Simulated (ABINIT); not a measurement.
# A GW chain in ABINIT: YVO4 (I4_1/amd), part 2 of 2

Aim: the G0W0 gap of YVO4 (I4_1/amd) on LDA, step by step.

ABINIT 10.8.3; LDA and many-body steps on it, plane waves. Known limits of the many-body steps: not at the basis limit; no spin polarisation; d states lean on the start; no spin-orbit coupling; coarse k mesh.

So far. Step 2 (Ground state): The gap is direct, at Γ. Step 3 (Empty states on the mesh, 2×2×2 mesh, 146 bands): On this mesh the gap is 2.875 eV.

## (4) Screening, 2×2×2 mesh, 134 bands, screening to 89.8 eV

The RPA dielectric matrix is built and inverted for each q.

This step: RPA screening on LDA, plane waves, norm-conserving pseudopotentials.

run.abi

```
acell 3*1.0 Angstrom
rprim 
  -3.559150000000 3.559150000000 3.144650000000
  3.559150000000 -3.559150000000 3.144650000000
  3.559150000000 3.559150000000 -3.144650000000
ntypat 3
znucl 39 23 8
natom 12
typat 1 1 2 2 3 3 3 3 3 3 3 3
xred 
  0.750000000000 0.250000000000 0.500000000000
  0.000000000000 0.000000000000 0.000000000000
  0.500000000000 0.500000000000 0.000000000000
  0.250000000000 0.750000000000 0.500000000000
  0.510000000000 0.325800000000 0.184200000000
  0.075800000000 0.391600000000 0.315800000000
  0.141600000000 0.325800000000 0.815800000000
  0.075800000000 0.760000000000 0.684200000000
  0.240000000000 0.924200000000 0.315800000000
  0.674200000000 0.490000000000 0.815800000000
  0.608400000000 0.924200000000 0.684200000000
  0.674200000000 0.858400000000 0.184200000000
pp_dirpath "pseudos"
pseudos "Y.upf, V.upf, O.upf"
ecut 38
ngkpt 2 2 2
nshiftk 1
shiftk 0 0 0
kptopt 1
chksymbreak 0
istwfk *1
occopt 1
irdwfk 1
optdriver 3
nband 134
ecuteps 3.3
inclvkb 2
awtr 1
symchi 1
indata_prefix "in"
outdata_prefix "out"
tmpdata_prefix "tmp"
```

Run with:

```sh
$ OMP_NUM_THREADS=1 mpirun -n 4 abinit run.abi > log
```

Numbers of over 12 decimals in the logs are rounded to 6 here.

Output:

```text
.Version 10.8.3 of ABINIT. v10.8.2 released Aug 2026.

 Symmetries : space group I4_1/a m d (#141); Bravais tI (body-center tetrag.)
[... echo of the input left out ...]
== DATASET  1 ==================================================================
-   mpi_nproc: 4, omp_nthreads: 1 (-1 if OMP is not activated)

--- !DatasetInfo
iteration_state: {dtset: 1, }
dimensions: {natom: 12, nkpt: 4, mband: 134, nsppol: 1, nspinor: 1, nspden: 1, mpw: 12033, }
cutoff_energies: {ecut:  38.0, pawecutdg:  -1.0, }
electrons: {nelect:   9.60000000E+01, charge:   0.00000000E+00, occopt:   1.00000000E+00, tsmear:   1.00000000E-02, }

 SCREENING: Calculation of the susceptibility and dielectric matrices

 Based on a program developped by R.W. Godby, V. Olevano, G. Onida, and L. Reining.
 Incorporated in ABINIT by V. Olevano, G.-M. Rignanese, and M. Torrent.
.Using double precision arithmetic ; gwpc =  8

[... cell and pseudopotentials left out ...]
--------------------------------------------------------------------------------

 ==== K-mesh for the wavefunctions ====
 Number of points in the irreducible wedge :     4
[... list of points left out ...]
 Together with 16 symmetry operations and time-reversal symmetry
 yields     8 points in the full Brillouin Zone.

 ==== Q-mesh for the screening function ====
 Number of points in the irreducible wedge :     4
[... list of points left out ...]
 Together with 16 symmetry operations and time-reversal symmetry
 yields     8 points in the full Brillouin Zone.

 setmesh: FFT mesh size selected  =    36x   36x   36
          total number of points  =        46656

 vcoul_init : cutoff-mode = AUXILIARY_FUNCTION
 q-points for optical limit:   1
     1)      0.000010    0.000020    0.000030

- screening: taking advantage of time-reversal symmetry
- Maximum band index for partially occupied states nbvw = 48
- Remaining bands to be divided among processors   nbcw = 86
- Number of bands treated by each node ~21

 Number of electrons calculated from density =   96.0000; Expected =   96.0000
 average of density, n =  0.089279
 r_s =    1.3880
 omega_plasma =   28.8224 [eV]

 calculating chi0 at frequencies [eV] :
  1    0.000000E+00    0.000000E+00
  2    0.000000E+00    2.882242E+01

--------------------------------------------------------------------------------
  q-point number  1        q = ( 0.000000, 0.000000, 0.000000) [r.l.u.]
--------------------------------------------------------------------------------
[... chi0 elements left out ...]
 For q-point:  0.000010 0.000020 0.000030
  dielectric constant =   4.0798
  dielectric constant without local fields =   4.9440

  Average fulfillment of the sum rule on Im[epsilon] for q-point    1 :     40.46  [%]
[... wings left out ...]
  q-point number  2        q = ( 0.500000, 0.000000, 0.000000) [r.l.u.]
--------------------------------------------------------------------------------
[... chi0 elements left out ...]
  Average fulfillment of the sum rule on Im[epsilon] for q-point    2 :     46.45  [%]

 [... 2 further q-points ...]
```

Elapsed: 94 s, on 4 MPI ranks of Arm Neoverse V1, shared host; peak memory 1.9 GiB; 6.3 min of CPU time.

This step gave:

* ε∞ with local fields, on this mesh, along the program's q direction: 4.080
* the same without local fields: 4.944
* plasma frequency: 28.82 eV
* plane waves in the screening matrix: 297

Local fields lower ε∞ by 17 %. On a Γ-centred mesh this coarse the value itself is usually too large, while a short band sum pulls it down.

## (5) Self-energy, 2×2×2 mesh, 134 bands, screening to 89.8 eV

The self-energy is evaluated for the states that the input lists, and the levels follow from it, in one-shot runs by the linearised quasiparticle equation.

This step: G0W0 on LDA, plane waves, norm-conserving pseudopotentials.

Edit run.abi of step 4 so:

```diff
@@ -33,8 +33,15 @@
 irdwfk 1
-optdriver 3
+optdriver 4
 nband 134
+gwcalctyp 0
+ecutsigx 38
+symsigma 1
+nkptgw 1
+kptgw 
+  0.0000000000 0.0000000000 0.0000000000
+bdgw 
+  46 50
 ecuteps 3.3
-inclvkb 2
-awtr 1
-symchi 1
+irdscr 1
+ppmodel 1
 indata_prefix "in"
```

Output:

```text
.Version 10.8.3 of ABINIT. v10.8.2 released Aug 2026.

 Symmetries : space group I4_1/a m d (#141); Bravais tI (body-center tetrag.)
[... echo of the input left out ...]
== DATASET  1 ==================================================================
-   mpi_nproc: 4, omp_nthreads: 1 (-1 if OMP is not activated)

--- !DatasetInfo
iteration_state: {dtset: 1, }
dimensions: {natom: 12, nkpt: 4, mband: 134, nsppol: 1, nspinor: 1, nspden: 1, mpw: 12033, }
cutoff_energies: {ecut:  38.0, pawecutdg:  -1.0, }
electrons: {nelect:   9.60000000E+01, charge:   0.00000000E+00, occopt:   1.00000000E+00, tsmear:   1.00000000E-02, }

 SIGMA: Calculation of the GW corrections

 Based on a program developped by R.W. Godby, V. Olevano, G. Onida, and L. Reining.
 Incorporated in ABINIT by V. Olevano, G.-M. Rignanese, and M. Torrent.
.Using double precision arithmetic ; gwpc =  8

[... cell and pseudopotentials left out ...]
--------------------------------------------------------------------------------

 ==== K-mesh for the wavefunctions ====
 Number of points in the irreducible wedge :     4
[... list of points left out ...]
 Together with 16 symmetry operations and time-reversal symmetry
 yields     8 points in the full Brillouin Zone.

 ==== Q-mesh for screening function ====
 Number of points in the irreducible wedge :     4
[... list of points left out ...]
 Together with 16 symmetry operations and time-reversal symmetry
 yields     8 points in the full Brillouin Zone.

 vcoul_init : cutoff-mode = AUXILIARY_FUNCTION
 q-points for optical limit:   1
     1)      0.000010    0.000020    0.000030
 setmesh: FFT mesh size selected  =    60x   60x   60
          total number of points  =       216000

 Number of electrons calculated from density =   96.0000; Expected =   96.0000
 average of density, n =  0.089279
 r_s =    1.3880
 omega_plasma =   28.8224 [eV]

 === KS Band Gaps ===
  >>>> For spin  1
   Minimum direct gap =   2.8750 [eV], located at k-point      :   0.0000  0.0000  0.0000
   Fundamental gap    =   2.8750 [eV], Top of valence bands at :   0.0000  0.0000  0.0000
                                       Bottom of conduction at :   0.0000  0.0000  0.0000
 SIGMA fundamental parameters:
 PLASMON POLE MODEL  1
 number of plane-waves for SigmaX                12033
 number of plane-waves for SigmaC and W            297
 number of plane-waves for wavefunctions         12033
 number of bands                                   134
 number of independent spin polarizations            1
 number of spinorial components                      1
 number of k-points in IBZ                           4
 number of q-points in IBZ                           4
 number of symmetry operations                      16
 number of k-points in BZ                            8
 number of q-points in BZ                            8
 number of frequencies for dSigma/dE                 9
 frequency step for dSigma/dE [eV]                0.25
 number of omega for Sigma on real axis              0
 max omega for Sigma on real axis  [eV]           0.00
 zcut for avoiding poles [eV]                     0.10

 EPSILON^-1 parameters (SCR file):
 dimension of the eps^-1 matrix on file            297
 dimension of the eps^-1 matrix used               297
 number of plane-waves for wavefunctions         12033
 number of bands                                   134
 number of q-points in IBZ                           4
 number of frequencies                               2
 number of real frequencies                          1
 number of imag frequencies                          1

 matrix elements of self-energy operator (all in [eV])

 Perturbative Calculation

--- !SelfEnergy_ee
iteration_state: {dtset: 1, }
kpoint     : [   0.000,    0.000,    0.000, ]
spin       : 1
KS_gap     :    2.875
QP_gap     :    5.238
Delta_QP_KS:    2.363
data: !SigmaeeData |
     Band     E0 <VxcDFT>   SigX SigC(E0)      Z dSigC/dE  Sig(E)    E-E0       E
       46   2.703 -19.236 -23.844   4.686   0.780  -0.282 -19.175   0.061   2.764
       47   2.703 -19.236 -23.844   4.686   0.780  -0.282 -19.175   0.061   2.764
       48   3.108 -19.464 -24.121   4.723   0.775  -0.290 -19.413   0.052   3.159
       49   5.983 -20.101 -12.980  -4.094   0.798  -0.254 -17.686   2.415   8.398
       50   6.715 -22.450 -14.685  -4.400   0.784  -0.275 -19.811   2.639   9.353

== END DATASET(S) ==============================================================
================================================================================

 -outvars: echo values of variables after computation  --------
           etotal      0.0000000000E+00
            nband         134
             nkpt           4
          spgroup         141
 [... the other variables as echoed above ...]

 Calculation completed.
```

Run time: 8.3 s. Hardware: 4 MPI ranks; peak memory 1.4 GiB; 33 s of CPU time.

Numbers from this step:

| Quantity | Value |
| --- | --- |
| G0W0 gap on the points computed | 5.239 eV |
| starting gap on the mesh | 2.875 eV |
| k of the valence top | 0, 0, 0 |
| k of the conduction bottom | 0, 0, 0 |
| Z at the valence top | 0.775 |
| Z at the conduction bottom | 0.798 |
| least direct G0W0 gap on the computed points | 5.239 eV |

The gap on the mesh goes from 2.87 eV to 5.24 eV, a correction of +2.36 eV.

Limits: finite bands, cutoff and mesh; no spin polarisation; d states lean on the start; no spin-orbit coupling; coarse k mesh. v1 is the top filled band, c1 the lowest empty one. The levels before and after the correction (eV, zero at the valence-band top of each column):

|  | conduction bottom | valence top |
| --- | --- | --- |
| Kohn-Sham | 2.87 | 0.00 |
| G0W0 | 5.24 | 0.00 |

|  | level | energy (eV) |
| --- | --- | --- |
| Kohn-Sham | Γ v3-v2 | -0.405 |
| Kohn-Sham | Γ v1 | 0.000 |
| Kohn-Sham | Γ c1 | 2.875 |
| Kohn-Sham | Γ c2 | 3.607 |
| G0W0 | Γ v3-v2 | -0.395 |
| G0W0 | Γ v1 | 0.000 |
| G0W0 | Γ c1 | 5.239 |
| G0W0 | Γ c2 | 6.194 |

## (6) Where the time went

Times are wall times on 4 MPI ranks of Arm Neoverse V1, shared host, good to a factor of about two.

| step | time | share | memory (GiB) |
| --- | --- | --- | --- |
| ground state | 2.8 min | 49 % | 0.62 |
| empty states on the mesh | 76 s | 22 % | 0.54 |
| screening | 94 s | 27 % | 1.9 |
| self-energy | 8.3 s | 2 % | 1.4 |

## (7) Results

```yaml
lda_gap: 2.87 eV, direct
g0w0_gap_on_the_mesh: 5.24 eV
gw_settings: 2×2×2 mesh, 134 bands, screening to 89.8 eV, Godby-Needs plasmon pole
known_limits: not at the basis limit; no spin polarisation; d states lean on the start; no spin-orbit coupling; coarse k mesh
```

**Reading.** G0W0 moves the gap on the mesh from 2.87 eV to 5.24 eV (+2.36 eV), with Z of 0.78 and 0.80 at the edges. Local fields lower the RPA ε∞ on this mesh from 4.94 to 4.08; a Γ-centred mesh this coarse tends to raise both, most where the direct gap is narrow, while a short band sum lowers them. Only 1 of the mesh's irreducible points was corrected, so a valley elsewhere could overtake. The dearest step here is «ground state». Bands and cutoff are finite, so the gap is not at the basis limit. The miss can reach some tenths of an eV and take either sign; the mesh is an error of its own. In the G0W0 run levels were corrected at 1 k point alone, so a gap called «on the mesh» is the least over those, and an edge elsewhere would be missed. The 2×2×2 mesh is coarse for this cell, which bears on the long-range parts of exchange and screening. The runs have no spin polarisation. For a closed low-spin shell that is the natural state; where a d or f shell is open it is a constraint, and the gap is then not the crystal's own. With d states at the gap, one-shot GW leans hard on its start. The many-body steps are scalar-relativistic: spin-orbit coupling is not in them.

[Paths, hosts, dates, memory and timing lines, banners, echoed tables and standing remarks are left out of the program output.]

[Logs are printed without paths, hosts, clocks, repeated set-up lines and the standing remarks that a program may print on its own settings, such as how far it seeks lower states.]

[Runs of the session that timed out or met a known fault of the program may be left out.]

[Hosts, paths, dates, database ids (printed as entryN), source tags and the programs' standing remarks are cut or masked in the printed files.]

[G0W0 gaps are taken among the corrected bands and points alone; a level outside them can change the order at an edge.]

[Where Ansatz stands beside ABINIT at settings called matched, ABINIT's density can come from a denser mesh and the files from another edition; pairs whose starting gaps differed by over 0.03 eV were left out, so agreement reads better than it is.]
